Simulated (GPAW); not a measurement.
# Polarising C/Ta(110) with a field along the normal

The dipole of the cell at several fields, atoms fixed. What does the strongest field give, and what length does the slope stand for?

How it was computed: GPAW 26.7.0, plane waves (500 eV), PAW setups, PBE, 12×12 mesh, a dipole layer in the vacuum; geometry relaxed without an applied field with GPAW. The cell's area is 7.75 Å², and e/ε0 = 180.95 V Å.

The runs, one held back:

```
field (V/Å)  dipole (e Å)
       −0.2       −0.1947
       −0.1       −0.1431
      −0.05       −0.1172
       0.05       −0.0655
        0.1       −0.0396
        0.2        0.0123
        0.3             ?
```

To predict: What is the dipole at 0.3 V/Å?

**Working.** A line through the 6 points has the slope α = 0.517 e Å per V/Å and the intercept p₀ = −0.0913 e Å (r.m.s. residual 7.2e−05). At 0.3 V/Å it gives p = −0.0913 + 0.517 × 0.3 = 0.0639 e Å; the run gives 0.0642 e Å, so the response stays linear to 0.2 % of the induced part. Dividing by ε0 and the area: α/(ε0 A) = 0.517 × 180.95 / 7.75 = 12.09 Å, against 8.97 Å between the outer nuclei.

**Limits.** This is the electronic response alone; ions that move would add to it in polar layers. No run was spin-polarised, so magnetic states weren't tested. Spin-orbit coupling is left out, which matters for the heavier atoms here.

[Logs are printed without paths, hosts, clocks, repeated set-up lines and the standing remarks that a program may print on its own settings, such as how far it seeks lower states.]
